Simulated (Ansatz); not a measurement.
# How the geometry moves the gap of In2O3 (R-3c)

How far does the choice of cell move the gap? The case is In2O3 (R-3c).

Calculated with Ansatz 0.2.0; LDA, HSE06 and G0W0, plane waves, PAW.

**The experiments to reproduce.**

- Gap 3.08 eV: optical gap from linear extrapolation of the absorption edge; UV-visible absorption, Tauc-type extrapolation; powder (hydrothermally grown microspheres, annealed at 400 C) (“Fabrication and performance enhancement of an In2O3/BiVO4 heterojunction for N-butanol gas sensing applications”, 2024, pmc:11650617).

**1. The starting structure**

The structure is trigonal, space group R-3c (No. 167). The conventional cell has a = 5.487 Å, b = 5.487 Å, c = 14.510 Å, α = 90.00°, β = 90.00°, γ = 120.00°. Nearest to In lie 6 O at 2.12 to 2.26 Å. O has 4 In at 2.12 to 2.26 Å nearest. Farther neighbours and most contacts between anions are not listed.

The cell and positions come from the Crystallography Open Database and are kept as given unless a step says otherwise. This is not the form that In2O3 usually takes at ambient conditions. The default PAW set here is soft_2. Its files were made with PBE.

**2. LDA bands at the given cell**

Levels along a band path, at the cheap level, show where the edges lie and whether the meshes to come will hold them.

This step: DFT, LDA, plane waves, PAW.

input.yaml reads:

```yaml
crystal:
  lattice:
    - [2.7435, 1.5839604635, 4.8366666667]
    - [-2.7435, 1.5839604635, 4.8366666667]
    - [0.0, -3.167920927, 4.8366666667]
  atoms:
    - { symbol: In, position: [0.35731, 0.35731, 0.35731] }
    - { symbol: In, position: [0.14269, 0.14269, 0.14269] }
    - { symbol: In, position: [0.64269, 0.64269, 0.64269] }
    - { symbol: In, position: [0.85731, 0.85731, 0.85731] }
    - { symbol: O, position: [0.548, 0.952, 0.25] }
    - { symbol: O, position: [0.25, 0.548, 0.952] }
    - { symbol: O, position: [0.952, 0.25, 0.548] }
    - { symbol: O, position: [0.452, 0.048, 0.75] }
    - { symbol: O, position: [0.75, 0.452, 0.048] }
    - { symbol: O, position: [0.048, 0.75, 0.452] }
kpoints:
  mp_grid: { grid: [6, 6, 6] }
  band_path:
    path:
      - [[0.0, 0.0, 0.0], [0.5, 0.5, 0.5], [0.76183349, 0.23816651, 0.5]]
      - [[0.5, -0.23816651, 0.23816651], [0.5, 0.0, 0.0], [0.0, 0.0, 0.0], [0.36908326, -0.36908326, 0.0]]
      - [[0.63091674, 0.0, 0.36908326], [0.5, 0.0, 0.5], [0.0, 0.0, 0.0]]
    npoints: 10
hamiltonian:
  xc: lda
scf:
  occupations: { method: fermi_dirac, width: 0.02 }
  n_extra_bands: 7
output:
  eigenvalues: true
  write_density: true
  write_potential: true
  elf: true
  volumetric_format: npy
```

Run with:

```bash
$ ansatz run input.yaml --threads 8 --pin off --max-ram 55296MiB --backend cuda --events-out ev --progress --plain --runs-dir out --devices 1 --max-vram 24GiB  # rebuilt from the run's record
```

Numbers of over 12 decimals in the logs are rounded to 6 here.

The program printed:

```text
scf.n_extra_bands = 7 over 44 filled bands (N_el = 88.0): the run solves 51 bands
GPUs: using 1 of 1 available (devices: 1).
Engine: ansatz 0.2.0, x86_64-unknown-linux-gnu
Pseudopotentials: kind: paw
Pseudopotential: In, paw, valence charge 13, recommended cutoff 420 eV (normal), In.paw.azcp
Pseudopotential: O, paw, valence charge 6, recommended cutoff 420 eV (normal), O.paw.azcp
Functional definition: SPW92
  exchange = slater_x
  correlation = pw_c
device memory: the entry about to start is reckoned to put 2.9 GiB on a device that reports 78.6 GiB free (of which the cap on the GPU budget leaves the run 24.0 GiB)
GPU FFT provider: cuFFT
GPU libraries: cuBLAS 13.8.2, cuFFT 12.4.0, cuSOLVER 12.3.4
Crystal: 10 atoms, lattice volume = 126.109 Å³
Basis set: ecut = 420 eV, 2453 PW (Γ)
Bands: 51, of which v1, the nominal top of the filled ones, is band 44 counted from 1 (43 counted from 0)
Symmetry: 12 space group operations
Space group: R-3c (ITA 167), of the structure as read, at distance tolerance 5.0e-5 Å
k-points: 32 of 216
Non-local potential: In, projectors of the file, l = 0: 2, l = 1: 2, l = 2: 2, l = 3: 2
Non-local potential: O, projectors of the file, l = 0: 2, l = 1: 2, l = 2: 1
PAW form: soft (Blöchl's): semilocal exchange-correlation on the pseudo side does not see the compensation charge
PAW frozen core: In, regenerated for the run's functional, and the local potential with it (the file was generated under x = pbe(κ = 0.804, μ = 0.219515), c = pbe(β = 0.066725))
PAW frozen core: O, regenerated for the run's functional, and the local potential with it (the file was generated under x = pbe(κ = 0.804, μ = 0.219515), c = pbe(β = 0.066725))
PAW one-centre angular grid: In, 590 points (default); XC on 64 Gauss nodes
PAW one-centre angular grid: O, 110 points (default); XC on 64 Gauss nodes
Initial density: superposition of atomic densities (neutral atoms: chi_scale 0, normalization atom), corrected by the library's trained network
Initial wavefunctions: pseudopotential atomic-orbital guess
GPU buffer pool allocated for 64000 grid points (all kernels)
GPU transforms: local potential and band sums: pruned to the plane-wave sphere, on 40×40×40
Functional: x = slater, c = lda
SCF iter   1: F=—  HF=-25161.461369 eV  |F-HF|=—  |Δ(HF+E_count)|=         —  Δρ=1.99e-2  dr2=4.22e-1  ethr=1.77e-3  ⟨swp⟩=7.3  Hψ=6122  notcnv=0
preconditioner: auto → Resta (q_TF=auto, 2.569 Å⁻¹)  ε∞=5.2  [insulator: Δε(μ)=0.990 eV  Ē_g=15.058 eV  σ=0.020 eV  W_gap=1.00  n_scr=32 (ndim 8)  ℏωp=31.0 eV  f_vac=0.019  D(μ)=0.00/eV (n_scr^D=0)  ε∞_Penn≈5.2]
SCF iter   2: F=—  HF=-25161.344524 eV  |F-HF|=—  |Δ(HF+E_count)|=   1.17e-1  Δρ=5.36e-3  dr2=1.60e-2  ethr=4.79e-4  ⟨swp⟩=2.1  Hψ=2552  notcnv=0  defer=32
SCF iter   3: F=—  HF=-25161.339113 eV  |F-HF|=—  |Δ(HF+E_count)|=   5.41e-3  Δρ=2.18e-3  dr2=3.83e-3  ethr=1.82e-5  ⟨swp⟩=2.3  Hψ=3010  notcnv=0  defer=32
SCF iter   4: F=—  HF=-25161.337995 eV  |F-HF|=—  |Δ(HF+E_count)|=   1.12e-3  Δρ=4.53e-4  dr2=1.88e-4  ethr=4.35e-6  ⟨swp⟩=2.1  Hψ=2890  notcnv=0  defer=32
SCF iter   5: F=—  HF=-25161.337668 eV  |F-HF|=—  |Δ(HF+E_count)|=   3.27e-4  Δρ=8.08e-5  dr2=8.23e-6  ethr=2.13e-7  ⟨swp⟩=1.9  Hψ=2418  notcnv=0  defer=32
SCF iter   6: F=—  HF=-25161.337886 eV  |F-HF|=—  |Δ(HF+E_count)|=   2.18e-4  Δρ=1.86e-5  dr2=4.85e-7  ethr=9.35e-9  ⟨swp⟩=2.8  Hψ=2986  notcnv=0  defer=32
SCF iter   7: F=-25161.337886 eV  HF=-25161.337886 eV  |F-HF|=8.45e-9  |Δ(HF+E_count)|=   4.13e-8  Δρ=3.82e-6  dr2=2.02e-8  ethr=1.14e-10  ⟨swp⟩=9.6  Hψ=4937  notcnv=0
SCF 1 converged in 7 iterations: F = -25161.337886 eV  dr2 = 2.02e-8
[...]
device memory: the entry about to start is reckoned to put 6.6 GiB on a device that reports 78.6 GiB free (of which the cap on the GPU budget leaves the run 24.0 GiB)
NSCF: frozen V_eff on 73 k-points, pencils in batches of 32, up to order 228
SCF converged after 7 iterations
Free energy (F): -25161.337886 eV
Harris-Foulkes:  -25161.337886 eV  (|F-HF|=8.45e-9)
Internal energy: -25161.337886 eV  (E = F + TS)
E sigma→0 (E₀):  -25161.337886 eV
Fermi energy:    9.206286 eV
--- Per-component energies (eV) ---
  E_band       = 10.452158
  E_kinetic    = 2029.144242
  E_local      = -5865.967648  (includes V_loc(G=0)·N_el)
  E_nonlocal   = 1796.941369
  E_hartree    = 2238.385967
  E_xc         = -1282.306273
  E_vxc        = -956.611167  (∫ρ·V_xc dr)
  E_paw        = -16968.160639  (= ΣΔE_a)
  E_vpaw       = -1469.836880  (= ΣTr[D̂ρ^β])
  E_aug_tail   = 0.014790  (compensation charges beyond the density's cutoff)
  E_ewald      = -7111.109369
  E_core_change = 1.719675  (= ΣΔE_core)
  E_smearing   = -0.000000  (= −TS)
  E_closure    = -0.000000  (closes the sum)
  Σ components = -25161.337886   (vs F -25161.337886, Δ=0.00e0)
--- Band table (eV; the first three rows and the last of 32) ---
  k-point 0: bands = [... 40 lower, 8.3111, 8.3111, 8.5426, 8.5426, 9.7668, 13.9975, 14.6635, 15.7473, ... 3 higher]
  k-point 1: bands = [... 40 lower, 8.3161, 8.3810, 8.3840, 8.5328, 10.6584, 14.3118, 14.5266, 15.4689, ... 3 higher]
  k-point 2: bands = [... 40 lower, 7.9626, 8.0462, 8.4486, 8.5894, 12.0789, 14.3026, 14.4762, 14.7629, ... 3 higher]
  k-point 31: bands = [... 40 lower, 8.3939, 8.3939, 8.3939, 8.3939, 12.8987, 12.8987, 15.5981, 15.5981, ... 3 higher]
```

Run time: 2 s. Hardware: 1 × NVIDIA H100 80GB HBM3 with 8 threads of AMD EPYC 7R13 (Zen 3), shared host; peak memory 0.98 GiB.

Numbers from this step:

* filled bands: 44
* gap: 1.176 eV
* valence top at: k = (0.300, 0.000, 0.000)
* conduction bottom at: Γ
* least direct gap: 1.224 eV

The gap is indirect, with the least direct gap 0.05 eV higher.

**3. The relaxed cell**

Cell and ions were relaxed with LDA; that run is not shown. It left this cell:

The structure is trigonal, space group R-3c (No. 167). The conventional cell has a = 5.462 Å, b = 5.462 Å, c = 14.372 Å, α = 90.00°, β = 90.00°, γ = 120.00°. Nearest to In lie 6 O at 2.11 to 2.24 Å. Nearest to O lie 4 In at 2.11 to 2.24 Å. Farther neighbours and most contacts between anions are not listed.

**4. LDA at the relaxed cell**

The cell differs from the one that the last finished run ended in (a 5.782 → 5.735 Å, b 5.782 → 5.735 Å, c 5.782 → 5.735 Å, α 56.7 → 56.9°, β 56.7 → 56.9°, γ 56.7 → 56.9°).

input.yaml, the sections that differ from step 2:

```yaml
crystal:
  lattice:
    - [2.7308911344, 1.5766807316, 4.7907172002]
    - [-2.7308911344, 1.5766807316, 4.7907172002]
    - [0.0, -3.1533614632, 4.7907172002]
  atoms:
    - { symbol: In, position: [0.3576777492, 0.3576777492, 0.3576777492] }
    - { symbol: In, position: [0.1423222508, 0.1423222508, 0.1423222508] }
    - { symbol: In, position: [0.6423222508, 0.6423222508, 0.6423222508] }
    - { symbol: In, position: [0.8576777492, 0.8576777492, 0.8576777492] }
    - { symbol: O, position: [0.5455329468, 0.9544670532, 0.25] }
    - { symbol: O, position: [0.25, 0.5455329468, 0.9544670532] }
    - { symbol: O, position: [0.9544670532, 0.25, 0.5455329468] }
    - { symbol: O, position: [0.4544670532, 0.0455329468, 0.75] }
    - { symbol: O, position: [0.75, 0.4544670532, 0.0455329468] }
    - { symbol: O, position: [0.0455329468, 0.75, 0.4544670532] }
output:
  eigenvalues: true
# kpoints, hamiltonian, scf: as in step 2
```

The program printed:

```text
[...]
GPUs: using 1 of 1 available (devices: 1).
[...]
GPU FFT provider: cuFFT
GPU libraries: cuBLAS 13.8.2, cuFFT 12.4.0, cuSOLVER 12.3.4
Crystal: 10 atoms, lattice volume = 123.766 Å³
Basis set: ecut = 420 eV, 2417 PW (Γ)
Bands: 51, of which v1, the nominal top of the filled ones, is band 44 counted from 1 (43 counted from 0)
[... 1 set-up line as in the run before ...]
[...]
k-points: 32 of 216
[...]
--- Band table (eV; the first three rows and the last of 32) ---
  k-point 0: bands = [... 40 lower, 8.6104, 8.6104, 8.8612, 8.8612, 10.1809, 14.2988, 15.1240, 16.0729, ... 3 higher]
  k-point 1: bands = [... 40 lower, 8.6284, 8.6754, 8.6955, 8.8304, 11.0587, 14.6277, 14.9884, 15.7971, ... 3 higher]
  k-point 2: bands = [... 40 lower, 8.2518, 8.3466, 8.7467, 8.8914, 12.4851, 14.7550, 14.8882, 15.1155, ... 3 higher]
  k-point 31: bands = [... 40 lower, 8.6925, 8.6925, 8.6925, 8.6925, 13.3001, 13.3001, 16.0683, 16.0683, ... 3 higher]
[key lines of the parts left out:]
SCF converged after 7 iterations
Free energy (F): -25161.368516 eV
Fermi energy:    9.564602 eV
```

It took 2.1 s on 1 × NVIDIA H100 80GB HBM3 with 8 threads; peak memory 0.95 GiB.

Numbers from this step:

```
gap                  : 1.289 eV
valence top at       : k = (0.300, 0.000, 0.000)
conduction bottom at : Γ
least direct gap     : 1.320 eV
```

The gap is indirect, with the least direct gap 0.03 eV higher.

**5. HSE06 at the relaxed cell**

HSE06 mixes in a quarter of exact exchange at short range. Exchange couples all pairs of k points, which makes a full band path dear, so levels are read on the mesh and at chosen points.

This step: DFT, HSE06, plane waves, PAW.

Edit input.yaml of step 4 so:

```diff
@@ -17,13 +17,19 @@
 kpoints:
-  mp_grid: { grid: [6, 6, 6] }
+  mp_grid: { grid: [4, 4, 4] }
   band_path:
     path:
-      - [[0.0, 0.0, 0.0], [0.5, 0.5, 0.5], [0.76183349, 0.23816651, 0.5]]
-      - [[0.5, -0.23816651, 0.23816651], [0.5, 0.0, 0.0], [0.0, 0.0, 0.0], [0.36908326, -0.36908326, 0.0]]
-      - [[0.63091674, 0.0, 0.36908326], [0.5, 0.0, 0.5], [0.0, 0.0, 0.0]]
-    npoints: 10
+      - [0.0, 0.0, 0.0]
+      - [0.5, 0.5, 0.5]
+      - [0.76183349, 0.23816651, 0.5]
+      - [0.5, -0.23816651, 0.23816651]
+      - [0.5, 0.0, 0.0]
+      - [0.36908326, -0.36908326, 0.0]
+      - [0.63091674, 0.0, 0.36908326]
+      - [0.5, 0.0, 0.5]
+      - [0.3, 0.0, 0.0]
+    npoints: 1
 hamiltonian:
-  xc: lda
+  xc: hse06
 scf:
-  occupations: { method: fermi_dirac, width: 0.02 }
+  occupations: { method: fixed }
   n_extra_bands: 7
@@ -31 +37,5 @@
   eigenvalues: true
+  write_density: true
+  write_potential: true
+  elf: true
+  volumetric_format: npy
```

The program printed:

```text
[...]
GPUs: using 1 of 1 available (devices: 1).
[...]
davidson cushion auto → on  (no smearing: the cushion is to keep the highest requested band from converging to the state above it; pin scf.eigensolver.cushion to override)
concurrent solve slots: 7 of 8 are kept, ahead of what memory takes: no pass of the eigensolver takes more rounds on 7
[...]
GPU FFT provider: cuFFT
GPU libraries: cuBLAS 13.8.2, cuFFT 12.4.0, cuSOLVER 12.3.4
[...]
Fermi energy:    8.152030 eV
[...]
--- Band table (eV; the first three rows and the last of 13) ---
  k-point 0: bands = [... 40 lower, 7.8669, 7.8669, 8.1520, 8.1520, 11.0861, 15.4681, 16.5218, 17.4344, ... 3 higher]
  k-point 1: bands = [... 40 lower, 7.7198, 7.7762, 7.9463, 8.1213, 12.6240, 16.1181, 16.2011, 16.7788, ... 3 higher]
  k-point 2: bands = [... 40 lower, 7.4300, 7.4300, 8.0666, 8.0666, 14.9595, 14.9595, 16.0132, 16.0132, ... 3 higher]
  k-point 12: bands = [... 40 lower, 7.9525, 7.9525, 7.9525, 7.9525, 14.3175, 14.3175, 17.5629, 17.5629, ... 3 higher]
[key lines of the parts left out:]
Free energy (F): -25810.961365 eV
```

Wall time 12 s (1 × NVIDIA H100 80GB HBM3 with 8 threads); peak memory 1.5 GiB.

This step gave:

| Item | Value |
| --- | --- |
| gap | 2.934 eV |
| valence top at | Γ |
| conduction bottom at | Γ |
| least direct gap | 2.934 eV |

The gap stands +1.65 eV against LDA, and the valence top moves to Γ.

**6. G0W0 at the relaxed cell**

G0W0 replaces the xc potential by the self-energy, built once from these orbitals. Only a window of levels is corrected, while the sums run over the empty bands that the input names.

This step: G0W0 on LDA, plane waves, PAW.

Edit input.yaml of step 5 so:

```diff
@@ -18,24 +18,11 @@
   mp_grid: { grid: [4, 4, 4] }
-  band_path:
-    path:
-      - [0.0, 0.0, 0.0]
-      - [0.5, 0.5, 0.5]
-      - [0.76183349, 0.23816651, 0.5]
-      - [0.5, -0.23816651, 0.23816651]
-      - [0.5, 0.0, 0.0]
-      - [0.36908326, -0.36908326, 0.0]
-      - [0.63091674, 0.0, 0.36908326]
-      - [0.5, 0.0, 0.5]
-      - [0.3, 0.0, 0.0]
-    npoints: 1
 hamiltonian:
-  xc: hse06
+  xc: lda
 scf:
   occupations: { method: fixed }
-  n_extra_bands: 7
-output:
-  eigenvalues: true
-  write_density: true
-  write_potential: true
-  elf: true
-  volumetric_format: npy
+gw:
+  n_empty_bands: 315
+  ecut_chi: 108
+  qp_bands: [v3, c3]
+  qp_kpoints: band_edges
+  screening: { model: contour_deformation }
```

The program printed:

```text
GPUs: using 1 of 1 available (devices: 1).
[...]
GPU FFT provider: cuFFT
GPU libraries: cuBLAS 13.8.2, cuFFT 12.4.0, cuSOLVER 12.3.4
Crystal: 10 atoms, lattice volume = 123.766 Å³
Basis set: ecut = 420 eV, 2417 PW (Γ)
Bands: 54, of which v1, the nominal top of the filled ones, is band 44 counted from 1 (43 counted from 0)
[... 1 set-up line as in the run before ...]
[...]
k-points: 13 of 64
[...]
6    47     15.3371   -11.6850    -4.5862   -17.5753  0.7859    16.7115    16.6411  root ?
[...]
12    44      8.6931   -27.0125     4.6046   -22.0342  0.7437     8.3166     8.3194  root
    12    45     13.3004   -13.2958    -3.6562   -18.0709  0.7929    14.4502    14.4192  root
    12    46     13.3004   -13.2958    -3.6562   -18.0709  0.7929    14.4502    14.4192  root
    12    47     16.0685   -13.4632    -4.9682   -20.0031  0.7718    17.7054    17.6403  root
[key lines of the parts left out:]
SCF converged after 7 iterations
Free energy (F): -25161.366257 eV
Fermi energy:    8.882590 eV
```

It took 10 s on 1 × NVIDIA H100 80GB HBM3 with 8 threads; peak memory 1.7 GiB; 25 s of CPU time.

Numbers from this step:

* bands summed: 359
* RPA ε∞ on this mesh (eigenvalues): 4.984, 5.211, 5.211
* plane waves in the screening matrix: 321
* G0W0 gap on the mesh: 2.515 eV
* k of the valence top: 0, 0, 0.25
* k of the conduction bottom: 0, 0, 0
* starting gap on the mesh: 1.298 eV
* least direct G0W0 gap on the computed points: 2.522 eV

The gap on the mesh goes from 1.30 eV to 2.51 eV, a correction of +1.22 eV. Between the two edge states, bare exchange in place of the xc potential would open the gap by 9.24 eV, and correlation takes back 8.02 eV.

**7. G0W0 at the given cell**

input.yaml reads:

```yaml
crystal:
  lattice:
    - [2.7435, 1.5839604635, 4.8366666667]
    - [-2.7435, 1.5839604635, 4.8366666667]
    - [0.0, -3.167920927, 4.8366666667]
  atoms:
    - { symbol: In, position: [0.35731, 0.35731, 0.35731] }
    - { symbol: In, position: [0.14269, 0.14269, 0.14269] }
    - { symbol: In, position: [0.64269, 0.64269, 0.64269] }
    - { symbol: In, position: [0.85731, 0.85731, 0.85731] }
    - { symbol: O, position: [0.548, 0.952, 0.25] }
    - { symbol: O, position: [0.25, 0.548, 0.952] }
    - { symbol: O, position: [0.952, 0.25, 0.548] }
    - { symbol: O, position: [0.452, 0.048, 0.75] }
    - { symbol: O, position: [0.75, 0.452, 0.048] }
    - { symbol: O, position: [0.048, 0.75, 0.452] }
kpoints:
  mp_grid: { grid: [4, 4, 4] }
hamiltonian:
  xc: lda
scf:
  occupations: { method: fixed }
gw:
  n_empty_bands: 321
  ecut_chi: 108
  qp_bands: [v3, c3]
  qp_kpoints: band_edges
  screening: { model: contour_deformation }
```

The program printed:

```text
GPUs: using 1 of 1 available (devices: 1).
[...]
GPU FFT provider: cuFFT
GPU libraries: cuBLAS 13.8.2, cuFFT 12.4.0, cuSOLVER 12.3.4
Crystal: 10 atoms, lattice volume = 126.109 Å³
Basis set: ecut = 420 eV, 2453 PW (Γ)
Bands: 54, of which v1, the nominal top of the filled ones, is band 44 counted from 1 (43 counted from 0)
[... 1 set-up line as in the run before ...]
[...]
k-points: 13 of 64
[...]
6    45     13.6761   -13.9710    -4.0647   -19.2461  0.7828    14.9571    14.8864  root ?
[...]
12    44      8.3946   -26.8800     4.6197   -21.9071  0.7380     8.0386     8.0414  root
    12    45     12.8990   -13.4434    -3.6379   -18.1731  0.7877    14.0300    13.9908  root
    12    46     12.8990   -13.4434    -3.6379   -18.1731  0.7877    14.0300    13.9908  root
    12    47     15.5984   -13.3819    -4.9587   -19.8692  0.7684    17.1945    17.1269  root
[key lines of the parts left out:]
SCF converged after 7 iterations
Free energy (F): -25161.335771 eV
Fermi energy:    8.582943 eV
```

The job ended after 11 s (1 × NVIDIA H100 80GB HBM3 with 8 threads; peak memory 1.7 GiB; 27 s of CPU time).

Numbers from this step:

```
bands summed                                 : 365
RPA ε∞ on this mesh (eigenvalues)            : 5.216, 5.361, 5.361
plane waves in the screening matrix          : 327
G0W0 gap on the mesh                         : 2.356 eV
k of the valence top                         : 0, 0, 0.25
k of the conduction bottom                   : 0, 0, 0
starting gap on the mesh                     : 1.184 eV
least direct G0W0 gap on the computed points : 2.381 eV
```

The gap on the mesh goes from 1.18 eV to 2.36 eV, a correction of +1.17 eV. Between the two edge states, bare exchange in place of the xc potential would open the gap by 9.18 eV, and correlation takes back 8.01 eV.

**8. Together**

G0W0 rows are gaps on the mesh, lowered by the amount that the mesh misses the start's edges, a rough step that assumes the same correction there.

| level | given cell (eV) | relaxed cell (eV) | change (eV) |
| --- | --- | --- | --- |
| LDA | 1.18 | 1.29 | +0.11 |
| HSE06 | - | 2.93 | - |
| G0W0@LDA | 2.35 | 2.50 | +0.16 |

**9. Summary of results**

| Property | Result |
| --- | --- |
| volume change | −1.9 % |
| LDA, given cell | 1.18 eV |
| LDA, relaxed cell | 1.29 eV |
| HSE06, relaxed cell | 2.93 eV |
| G0W0@LDA, relaxed cell | 2.50 eV |
| G0W0@LDA, given cell | 2.35 eV |
| known limits | not at the basis limit; no spin-orbit coupling |

What this shows: Relaxation changes the volume by −1.9 % and the gap by +0.11 eV (LDA) and +0.16 eV (G0W0@LDA). Against experiment, by G0W0@LDA at the given cell: the gap of 2.35 eV lies −0.73 eV from the measured 3.08 eV (optical, 2024). An exciton line or allowed optical edge lies below the quasiparticle gap by the binding energy; a forbidden edge can push the onset above it. The calculation has static nuclei and no excitons; a measured gap holds zero-point and thermal motion, which mostly lowers it. Against the values above the computed gap that would widen the miss. An edge that is forbidden or weak in absorption could explain it, and so could too strong a screening: the start's gap is only 1.18 eV, and one shot does not repair that. Bands and cutoff are finite, so the gap is not at the basis limit. The miss can reach some tenths of an eV and take either sign; the mesh is an error of its own. The many-body steps are scalar-relativistic: spin-orbit coupling is not in them.

[Paths, hosts, dates, memory and timing lines, banners, echoed tables and standing remarks are left out of the program output.]

[Logs are printed without paths, hosts, clocks, repeated set-up lines and the standing remarks that a program may print on its own settings, such as how far it seeks lower states.]

[Runs of the session that timed out or met a known fault of the program may be left out.]

[Cells called generated may have been cut or substituted from an entry of the Crystallography Open Database or the Materials Project.]

[Hosts, paths, dates, database ids (printed as entryN), source tags and the programs' standing remarks are cut or masked in the printed files.]
